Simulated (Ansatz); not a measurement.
## Mo wire along [100], 13 atoms a period: bands along the axis

Aim: is the Mo wire along [100], 13 atoms a period a metal or a semiconductor?

Method: DFT PBE, plane waves, PAW; relaxation of a wire's period; PAW set soft_1, in the first sound run; inputs show where later runs differ, in Ansatz 0.2.0.

**1. Set-up**

The cell holds 13 atoms: 13 Mo. Its edges and angles: a = 13.120 Å, b = 13.120 Å, c = 3.160 Å, α = 90.0°, β = 90.0°, γ = 90.0°. Vacuum lies along a and b. The structure's axis is c.

Coordinates:

```cif
data_structure
_symmetry_space_group_name_H-M 'P 1'
_symmetry_Int_Tables_number 1
_cell_length_a 13.1200
_cell_length_b 13.1200
_cell_length_c 3.1600
_cell_angle_alpha 90.000
_cell_angle_beta 90.000
_cell_angle_gamma 90.000
_cell_volume 543.94
loop_
_atom_site_label
_atom_site_type_symbol
_atom_site_fract_x
_atom_site_fract_y
_atom_site_fract_z
_atom_site_occupancy
Mo1 Mo 0.25915 0.25915 0.00000 1
Mo2 Mo 0.25915 0.50000 0.00000 1
Mo3 Mo 0.25915 0.74085 0.00000 1
Mo4 Mo 0.50000 0.25915 0.00000 1
Mo5 Mo 0.50000 0.50000 0.00000 1
Mo6 Mo 0.50000 0.74085 0.00000 1
Mo7 Mo 0.74085 0.25915 0.00000 1
Mo8 Mo 0.74085 0.50000 0.00000 1
Mo9 Mo 0.74085 0.74085 0.00000 1
Mo10 Mo 0.37957 0.37957 0.50000 1
Mo11 Mo 0.37957 0.62043 0.50000 1
Mo12 Mo 0.62043 0.37957 0.50000 1
Mo13 Mo 0.62043 0.62043 0.50000 1
```

**2. Relaxation of atoms and period**

Band widths follow the bond lengths, so the wire is relaxed first. The atoms and the third cell vector are free; the box across stays fixed as vacuum. A Fermi-Dirac smearing is set since the result may be a metal. The pressure printed is a third of the stress's trace over the whole box, vacuum included; only the stress along the axis is relaxed.

Contents of input.yaml:

```yaml
crystal:
  lattice:
    - [13.12, 0.0, 0.0]
    - [0.0, 13.12, 0.0]
    - [0.0, 0.0, 3.16]
  atoms:
    - { symbol: Mo, position: [0.259146341, 0.259146341, 0.0] }
    - { symbol: Mo, position: [0.259146341, 0.5, 0.0] }
    - { symbol: Mo, position: [0.259146341, 0.740853659, 0.0] }
    - { symbol: Mo, position: [0.5, 0.259146341, 0.0] }
    - { symbol: Mo, position: [0.5, 0.5, 0.0] }
    - { symbol: Mo, position: [0.5, 0.740853659, 0.0] }
    - { symbol: Mo, position: [0.740853659, 0.259146341, 0.0] }
    - { symbol: Mo, position: [0.740853659, 0.5, 0.0] }
    - { symbol: Mo, position: [0.740853659, 0.740853659, 0.0] }
    - { symbol: Mo, position: [0.379573171, 0.379573171, 0.5] }
    - { symbol: Mo, position: [0.379573171, 0.620426829, 0.5] }
    - { symbol: Mo, position: [0.620426829, 0.379573171, 0.5] }
    - { symbol: Mo, position: [0.620426829, 0.620426829, 0.5] }
kpoints:
  mp_grid: { grid: [1, 1, 26] }
scf:
  occupations: { method: fermi_dirac, width: 0.05 }
hamiltonian:
  xc: pbe
  pseudopotentials: { kind: paw, azcp: { folder: soft_1 } }
relax:
  cell: { fix: [a, b, alpha, beta, gamma] }
  max_steps: 45
  f_tol: 0.03
```

The run is started by

```console
$ ansatz run input.yaml --threads 4 --pin off --max-ram 16384MiB --backend cpu --events-out ev --progress --plain --runs-dir out
```

Numbers of over 12 decimals in the logs are rounded to 6 here.

Output:

```text
Engine: ansatz 0.2.0, aarch64-unknown-linux-gnu
Pseudopotentials: kind: paw
Pseudopotential: Mo, paw, valence charge 14, recommended cutoff 420 eV (normal), soft_1/Mo.paw.azcp
Functional definition: PBE
  parameter kappa = 0.804
  parameter beta = 0.066725
  exchange = pbe_x(kappa = kappa, mu = beta*pi^2/3)
  correlation = pbe_c(beta = beta)
Crystal: 13 atoms, lattice volume = 543.945 Å³
Basis set: ecut = 420 eV, 10659 PW (Γ), exchange–correlation on 180×180×48 points (8 copies of the dense FFT grid, shifted against one another)
Bands: 110, of which v1, the nominal top of the filled ones, is band 91 counted from 1 (90 counted from 0)
Symmetry: 16 space group operations
Space group: P4/mmm (ITA 123), of the structure as read, at distance tolerance 8.2e-5 Å
k-points: 14 of 26
Non-local potential: Mo, projectors of the file, l = 0: 3, l = 1: 2, l = 2: 2, l = 3: 1
PAW form: soft (Blöchl's): semilocal exchange-correlation on the pseudo side does not see the compensation charge
PAW one-centre angular grid: Mo, 590 points (default); XC on 64 Gauss nodes
Initial density: superposition of atomic densities (neutral atoms: chi_scale 0, normalization atom)
Initial wavefunctions: pseudopotential atomic-orbital guess
Functional: x = pbe(κ = 0.804, μ = 0.219515), c = pbe(β = 0.066725)
SCF iter   1: F=—  HF=-64420.301855 eV  |F-HF|=—  |Δ(HF+E_count)|=         —  Δρ=7.48e-2  dr2=1.91e2  ethr=3.10e-3  ⟨swp⟩=8.7  Hψ=6467  notcnv=0
preconditioner: auto → LDOS  [metal: Δε(μ)=0.007 eV  Ē_g=3.695 eV  σ=0.050 eV  W_gap=0.04  n_scr=110 (ndim 8)  ℏωp=14.1 eV  f_vac=0.416  D(μ)=23.04/eV (n_scr^D=198)  β→1.0]
SCF iter   2: F=—  HF=-64411.707341 eV  |F-HF|=—  |Δ(HF+E_count)|=    8.59e0  Δρ=6.08e-2  dr2=1.30e2  ethr=3.10e-3  ⟨swp⟩=5.1  Hψ=4441  notcnv=0  defer=8
SCF iter   3: F=—  HF=-64404.865043 eV  |F-HF|=—  |Δ(HF+E_count)|=    6.84e0  Δρ=1.47e-2  dr2=4.55e0  ethr=3.10e-3  ⟨swp⟩=4.2  Hψ=3994  notcnv=0  defer=5
SCF iter   4: F=—  HF=-64404.542010 eV  |F-HF|=—  |Δ(HF+E_count)|=   3.23e-1  Δρ=5.14e-3  dr2=2.17e-1  ethr=2.50e-3  ⟨swp⟩=2.6  Hψ=2052  notcnv=0  defer=3
SCF iter   5: F=—  HF=-64404.524414 eV  |F-HF|=—  |Δ(HF+E_count)|=   1.76e-2  Δρ=2.08e-3  dr2=2.88e-2  ethr=1.19e-4  ⟨swp⟩=4.0  Hψ=3606  notcnv=0  defer=3
SCF iter   6: F=—  HF=-64404.527544 eV  |F-HF|=—  |Δ(HF+E_count)|=   3.13e-3  Δρ=9.12e-4  dr2=1.40e-2  ethr=1.58e-5  ⟨swp⟩=2.0  Hψ=2352  notcnv=0  defer=3
SCF iter   7: F=—  HF=-64404.528194 eV  |F-HF|=—  |Δ(HF+E_count)|=   6.49e-4  Δρ=3.29e-4  dr2=2.02e-3  ethr=7.70e-6  ⟨swp⟩=2.0  Hψ=2043  notcnv=0  defer=3
SCF iter   8: F=—  HF=-64404.528351 eV  |F-HF|=—  |Δ(HF+E_count)|=   1.57e-4  Δρ=1.29e-4  dr2=1.97e-4  ethr=1.11e-6  ⟨swp⟩=2.0  Hψ=2030  notcnv=0  defer=3
SCF iter   9: F=—  HF=-64404.528410 eV  |F-HF|=—  |Δ(HF+E_count)|=   5.97e-5  Δρ=4.21e-5  dr2=2.39e-5  ethr=1.08e-7  ⟨swp⟩=2.0  Hψ=2106  notcnv=0  defer=3
SCF iter  10: F=—  HF=-64404.528634 eV  |F-HF|=—  |Δ(HF+E_count)|=   2.24e-4  Δρ=1.65e-5  dr2=3.11e-6  ethr=1.31e-8  ⟨swp⟩=2.3  Hψ=2155  notcnv=0  defer=3
SCF iter  11: F=—  HF=-64404.528635 eV  |F-HF|=—  |Δ(HF+E_count)|=   5.80e-7  Δρ=6.66e-6  dr2=5.89e-7  ethr=1.71e-9  ⟨swp⟩=2.2  Hψ=2230  notcnv=0  defer=3
SCF iter  12: F=-64404.528635 eV  HF=-64404.528635 eV  |F-HF|=9.47e-9  |Δ(HF+E_count)|=   2.30e-7  Δρ=2.54e-6  dr2=5.51e-8  ethr=5.49e-11  ⟨swp⟩=3.9  Hψ=5784  notcnv=0
SCF 1 converged in 12 iterations: F = -64404.528635 eV  dr2 = 5.51e-8
  greatest PAW one-centre occupation: 0.999 electrons in one spin orbital (limit 2), on the Mo atom at site 12 (counted from 0), in its partial waves of l = 0
relax step   1: F+E_penalty+E_count = -64404.52863508 eV  Δ(F+E_penalty+E_count) = +0.000e0 eV  max|allowed force component| = 2.329e0 eV/Å  Δτ_max = 0.0000 Å  P = -9.007 GPa  Ω = 543.945 Å³  fix = [a, b, alpha, beta, gamma]  reactions: a -8.445, b -8.445 GPa  (12 SCF iters, dr2 threshold 1.00e-7 eV, accepted)
Crystal: 13 atoms, lattice volume = 525.311 Å³
Basis set: ecut = 420 eV, 10219 PW (Γ), exchange–correlation on 180×180×48 points (8 copies of the dense FFT grid, shifted against one another)
Initial density: handed on by an earlier stage of this run
Initial wavefunctions: those handed on with the density
SCF iter   1: F=—  HF=-64407.979569 eV  |F-HF|=—  |Δ(HF+E_count)|=         —  Δρ=2.09e-2  dr2=6.58e0  ethr=3.10e-3  ⟨swp⟩=12.8  Hψ=7335  notcnv=0
preconditioner: auto → LDOS  [metal: Δε(μ)=0.014 eV  Ē_g=3.381 eV  σ=0.050 eV  W_gap=0.07  n_scr=94 (ndim 8)  ℏωp=14.3 eV  f_vac=0.453  D(μ)=28.36/eV (n_scr^D=274)  β→1.0]
SCF iter   2: F=—  HF=-64407.776018 eV  |F-HF|=—  |Δ(HF+E_count)|=   2.04e-1  Δρ=1.33e-2  dr2=2.14e0  ethr=3.10e-3  ⟨swp⟩=2.6  Hψ=2536  notcnv=0  defer=25
SCF iter   3: F=—  HF=-64407.589149 eV  |F-HF|=—  |Δ(HF+E_count)|=   1.87e-1  Δρ=4.03e-3  dr2=2.79e-1  ethr=1.18e-3  ⟨swp⟩=2.5  Hψ=2310  notcnv=0  defer=25
SCF iter   4: F=—  HF=-64407.574232 eV  |F-HF|=—  |Δ(HF+E_count)|=   1.49e-2  Δρ=9.09e-4  dr2=9.82e-3  ethr=1.53e-4  ⟨swp⟩=2.4  Hψ=2191  notcnv=0  defer=25
SCF iter   5: F=—  HF=-64407.573969 eV  |F-HF|=—  |Δ(HF+E_count)|=   2.63e-4  Δρ=3.29e-4  dr2=2.03e-3  ethr=5.39e-6  ⟨swp⟩=2.1  Hψ=2149  notcnv=0  defer=19
SCF iter   6: F=—  HF=-64407.574172 eV  |F-HF|=—  |Δ(HF+E_count)|=   2.03e-4  Δρ=9.23e-5  dr2=5.25e-5  ethr=1.12e-6  ⟨swp⟩=1.9  Hψ=1634  notcnv=0  defer=19
SCF iter   7: F=—  HF=-64407.574482 eV  |F-HF|=—  |Δ(HF+E_count)|=   3.11e-4  Δρ=2.62e-5  dr2=4.84e-6  ethr=2.88e-8  ⟨swp⟩=2.8  Hψ=2264  notcnv=0  defer=18
SCF iter   8: F=-64407.574484 eV  HF=-64407.574484 eV  |F-HF|=1.35e-8  |Δ(HF+E_count)|=   1.85e-6  Δρ=9.09e-6  dr2=6.85e-7  ethr=7.14e-10  ⟨swp⟩=5.6  Hψ=5687  notcnv=0
SCF 2 converged in 8 iterations: F = -64407.574484 eV  dr2 = 6.85e-7
relax step   2: F+E_penalty+E_count = -64407.57448400 eV  Δ(F+E_penalty+E_count) = -3.046e0 eV  max|allowed force component| = 8.877e-1 eV/Å  Δτ_max = 0.1948 Å  P = -2.368 GPa  Ω = 525.311 Å³  energy of the carried Pulay correction = +1.532e-3 eV  fix = [a, b, alpha, beta, gamma]  reactions: a -2.545, b -2.545 GPa  (8 SCF iters, dr2 threshold 1.30e-6 eV, accepted)
Crystal: 13 atoms, lattice volume = 519.976 Å³
Basis set: ecut = 420 eV, 10091 PW (Γ), exchange–correlation on 180×180×48 points (8 copies of the dense FFT grid, shifted against one another)
SCF iter   1: F=—  HF=-64408.908979 eV  |F-HF|=—  |Δ(HF+E_count)|=         —  Δρ=2.52e-2  dr2=9.69e0  ethr=3.10e-3  ⟨swp⟩=10.4  Hψ=6244  notcnv=0  defer=2
preconditioner: auto → LDOS  [metal: Δε(μ)=0.036 eV  Ē_g=3.579 eV  σ=0.050 eV  W_gap=0.17  n_scr=94 (ndim 8)  ℏωp=14.4 eV  f_vac=0.467  D(μ)=17.65/eV (n_scr^D=130)  β→1.0]
[...]
SCF iter   8: F=—  HF=-64408.358762 eV  |F-HF|=—  |Δ(HF+E_count)|=   4.86e-6  Δρ=1.82e-5  dr2=3.57e-6  ethr=7.14e-10  ⟨swp⟩=5.6  Hψ=5998  notcnv=0
SCF iter   9: F=-64408.358763 eV  HF=-64408.358763 eV  |F-HF|=1.15e-7  |Δ(HF+E_count)|=   4.09e-7  Δρ=4.86e-6  dr2=3.26e-7  ethr=7.14e-10  ⟨swp⟩=4.6  Hψ=4796  notcnv=0
SCF 3 converged in 9 iterations: F = -64408.358763 eV  dr2 = 3.26e-7
relax step   3: F+E_penalty+E_count = -64408.35876260 eV  Δ(F+E_penalty+E_count) = -7.843e-1 eV  max|allowed force component| = 6.709e-1 eV/Å  Δτ_max = 0.1950 Å  P = +1.327 GPa  Ω = 519.976 Å³  energy of the carried Pulay correction = +1.980e-3 eV  fix = [a, b, alpha, beta, gamma]  reactions: a +0.901, b +0.901 GPa  (9 SCF iters, dr2 threshold 1.30e-6 eV, accepted)
[...]
relax step   4: F+E_penalty+E_count = -64408.51763179 eV  Δ(F+E_penalty+E_count) = -1.589e-1 eV  max|allowed force component| = 1.172e-1 eV/Å  Δτ_max = 0.0904 Å  P = +0.684 GPa  Ω = 527.468 Å³  energy of the carried Pulay correction = +1.352e-3 eV  fix = [a, b, alpha, beta, gamma]  reactions: a +0.597, b +0.597 GPa  (9 SCF iters, dr2 threshold 1.30e-6 eV, accepted)
[...]
relax step   5: F+E_penalty+E_count = -64408.53493417 eV  Δ(F+E_penalty+E_count) = -1.730e-2 eV  max|allowed force component| = 6.463e-2 eV/Å  Δτ_max = 0.0248 Å  P = -0.067 GPa  Ω = 529.533 Å³  energy of the carried Pulay correction = +1.180e-3 eV  fix = [a, b, alpha, beta, gamma]  reactions: a -0.130, b -0.130 GPa  (7 SCF iters, dr2 threshold 1.30e-6 eV, accepted)
[...]
relax step   6: F+E_penalty+E_count = -64408.53629778 eV  Δ(F+E_penalty+E_count) = -1.364e-3 eV  max|allowed force component| = 3.179e-2 eV/Å  Δτ_max = 0.0079 Å  P = -0.021 GPa  Ω = 530.508 Å³  energy of the carried Pulay correction = +1.099e-3 eV  fix = [a, b, alpha, beta, gamma]  reactions: a -0.029, b -0.029 GPa  (7 SCF iters, dr2 threshold 2.61e-7 eV, accepted)
[...]
relax step   7: F+E_penalty+E_count = -64408.53655161 eV  Δ(F+E_penalty+E_count) = -2.538e-4 eV  max|allowed force component| = 4.697e-3 eV/Å  Δτ_max = 0.0027 Å  P = -0.007 GPa  Ω = 530.751 Å³  energy of the carried Pulay correction = +1.079e-3 eV  fix = [a, b, alpha, beta, gamma]  reactions: a -0.009, b -0.009 GPa  (6 SCF iters, dr2 threshold 6.32e-8 eV, accepted)
Initial wavefunctions: pseudopotential atomic-orbital guess (no wavefunctions were taken with the density)
iter 1 solved again at ethr=8.98e-7 eV; its pass at ethr=3.10e-3 eV (dr2=1.63e-3 eV) is discarded
SCF iter   1: F=—  HF=-64408.535292 eV  |F-HF|=—  |Δ(HF+E_count)|=         —  Δρ=3.78e-5  dr2=1.24e-6  ethr=8.98e-7  ⟨swp⟩=4.1  Hψ=10813  notcnv=0
eigensolver tolerance schedule: the retry pair's looser diagonalisation over-reported the residual by 1319.56 of it (diagonalisation noise at 0.62 of the residual, at the tolerance the schedule requests for it); recorded, not acted on — ethr = c·dr2/N_el stays at c = 1.0e-1
preconditioner: auto → LDOS  [metal: Δε(μ)=0.019 eV  Ē_g=3.484 eV  σ=0.050 eV  W_gap=0.10  n_scr=94 (ndim 8)  ℏωp=14.2 eV  f_vac=0.467  D(μ)=14.56/eV (n_scr^D=86)  β→1.0]
SCF iter   2: F=—  HF=-64408.535246 eV  |F-HF|=—  |Δ(HF+E_count)|=   4.60e-5  Δρ=7.43e-6  dr2=2.11e-7  ethr=6.80e-10  ⟨swp⟩=3.6  Hψ=3420  notcnv=0
SCF iter   3: F=—  HF=-64408.535246 eV  |F-HF|=—  |Δ(HF+E_count)|=   5.62e-8  Δρ=2.26e-6  dr2=4.01e-8  ethr=1.16e-10  ⟨swp⟩=2.1  Hψ=2831  notcnv=0
SCF iter   4: F=—  HF=-64408.535246 eV  |F-HF|=—  |Δ(HF+E_count)|=   9.45e-9  Δρ=4.50e-7  dr2=1.54e-9  ethr=2.20e-11  ⟨swp⟩=3.3  Hψ=3111  notcnv=0
SCF iter   5: F=—  HF=-64408.535246 eV  |F-HF|=—  |Δ(HF+E_count)|=  1.09e-10  Δρ=1.68e-7  dr2=3.39e-10  ethr=1.00e-12  ⟨swp⟩=2.9  Hψ=3014  notcnv=0
SCF iter   6: F=-64408.535246 eV  HF=-64408.535246 eV  |F-HF|=3.64e-11  |Δ(HF+E_count)|=  4.37e-11  Δρ=7.61e-8  dr2=1.26e-10  ethr=1.00e-12  ⟨swp⟩=5.0  Hψ=4933  notcnv=0
SCF 8 converged in 6 iterations: F = -64408.535246 eV  dr2 = 1.26e-10
relax step   8: F+E_penalty+E_count = -64408.53524551 eV  Δ(F+E_penalty+E_count) = +1.306e-3 eV  max|allowed force component| = 4.536e-3 eV/Å  Δτ_max = 0.0000 Å  P = -0.004 GPa  Ω = 530.751 Å³  fix = [a, b, alpha, beta, gamma]  reactions: a -0.005, b -0.005 GPa  stress off target by 1.35e-3 GPa on what of the cell is left free  SCF on the basis re-selected at this cell (its energy is not comparable with the rows above)  (6 SCF iters)
basis re-selected at this cell: Δ(F+E_penalty+E_count) = +1.306e-3 eV, ΔP = +0.003 GPa vs the last step (what re-selecting the basis moved, of the pressure what is left beyond the Pulay correction that the steps carried, after the strain that the cell walked since its last selection, with what the two solves' SCF thresholds leave and, on support functions, any second-order correction that the steps lacked; it is no m [...]
SCF converged after 6 iterations
Free energy (F): -64408.535246 eV
Harris-Foulkes:  -64408.535246 eV  (|F-HF|=3.64e-11)
Internal energy: -64408.412032 eV  (E = F + TS)
E sigma→0 (E₀):  -64408.473639 eV
Entropy (-TS):   -0.123214 eV (-9.478 meV/atom)
Fermi energy:    5.810907 eV
--- Per-component energies (eV) ---
  E_band       = -3439.086835
  E_kinetic    = 5487.788891
  E_local      = -73943.620045  (includes V_loc(G=0)·N_el)
  E_nonlocal   = 1956.268124
  E_hartree    = 33992.439530
  E_xc         = -2273.824285
  E_vxc        = -2832.601845  (∫ρ·V_xc dr)
  E_paw        = -41763.841723  (= ΣΔE_a)
  E_vpaw       = -2091.804676  (= ΣTr[D̂ρ^β])
  E_aug_tail   = 0.000653  (compensation charges beyond the density's cutoff)
  E_ewald      = 12136.376823
  E_smearing   = -0.123214  (= −TS)
  E_closure    = -0.000000  (closes the sum)
  Σ components = -64408.535246   (vs F -64408.535246, Δ=0.00e0)
--- Forces (eV/Å), atoms counted from 1 ---
  atom   1  Mo     0.00323381     0.00323381     0.00000000
  atom   2  Mo     0.00453629     0.00000000     0.00000000
  atom   3  Mo     0.00323381    -0.00323381     0.00000000
  atom   4  Mo     0.00000000     0.00453629    -0.00000000
  atom   5  Mo     0.00000000     0.00000000     0.00000000
  atom   6  Mo     0.00000000    -0.00453629     0.00000000
  atom   7  Mo    -0.00323381     0.00323381    -0.00000000
  atom   8  Mo    -0.00453629     0.00000000    -0.00000000
  atom   9  Mo    -0.00323381    -0.00323381    -0.00000000
  atom  10  Mo    -0.00364761    -0.00364761    -0.00000000
  atom  11  Mo    -0.00364761     0.00364761    -0.00000000
  atom  12  Mo     0.00364761    -0.00364761     0.00000000
  atom  13  Mo     0.00364761     0.00364761     0.00000000
  max |Σ_I F_I| component: 2.60e-18 eV/Å
--- Stress (GPa, compression-positive) ---
       -0.005285      -0.000000      -0.000000
       -0.000000      -0.005285      -0.000000
       -0.000000      -0.000000      -0.001348
  P = ⅓ Tr σ = -0.0040 GPa (-0.040 kbar)
--- Relaxed structure (7 steps of the walk, 7 accepted, 1 SCFs on fresh bases) ---
  F+E_penalty+E_count = -64408.53524551 eV   max|allowed force component| = 4.536e-3 eV/Å   (the final SCF, on the basis selected at the relaxed cell)
  cell:  # Å, volume = 530.7508 Å³
    - [13.12, 0.0, 0.0]
    - [0.0, 13.12, 0.0]
    - [0.0, 0.0, 3.083351]
  atoms:
    - { symbol: Mo, position: [0.284154, 0.284154, 0.0] }
    - { symbol: Mo, position: [0.256573, 0.500000, 0.0] }
    - { symbol: Mo, position: [0.284154, 0.715846, 0.0] }
    - { symbol: Mo, position: [0.500000, 0.256573, 0.0] }
    - { symbol: Mo, position: [0.500000, 0.500000, 0.0] }
    - { symbol: Mo, position: [0.500000, 0.743427, 0.0] }
    - { symbol: Mo, position: [0.715846, 0.284154, 0.0] }
    - { symbol: Mo, position: [0.743427, 0.500000, 0.0] }
    - { symbol: Mo, position: [0.715846, 0.715846, 0.0] }
    - { symbol: Mo, position: [0.383056, 0.383056, 0.5] }
    - { symbol: Mo, position: [0.383056, 0.616944, 0.5] }
    - { symbol: Mo, position: [0.616944, 0.383056, 0.5] }
    - { symbol: Mo, position: [0.616944, 0.616944, 0.5] }
```

Run time: 2.5 min. Hardware: 4 threads of Arm Neoverse V1, shared host; peak memory 1.8 GiB.

(Part 1 of 2 ends here.)

[Logs are printed without paths, hosts, clocks, repeated set-up lines and the standing remarks that a program may print on its own settings, such as how far it seeks lower states.]

[Hosts, paths, dates, database ids (printed as entryN), source tags and the programs' standing remarks are cut or masked in the printed files.]
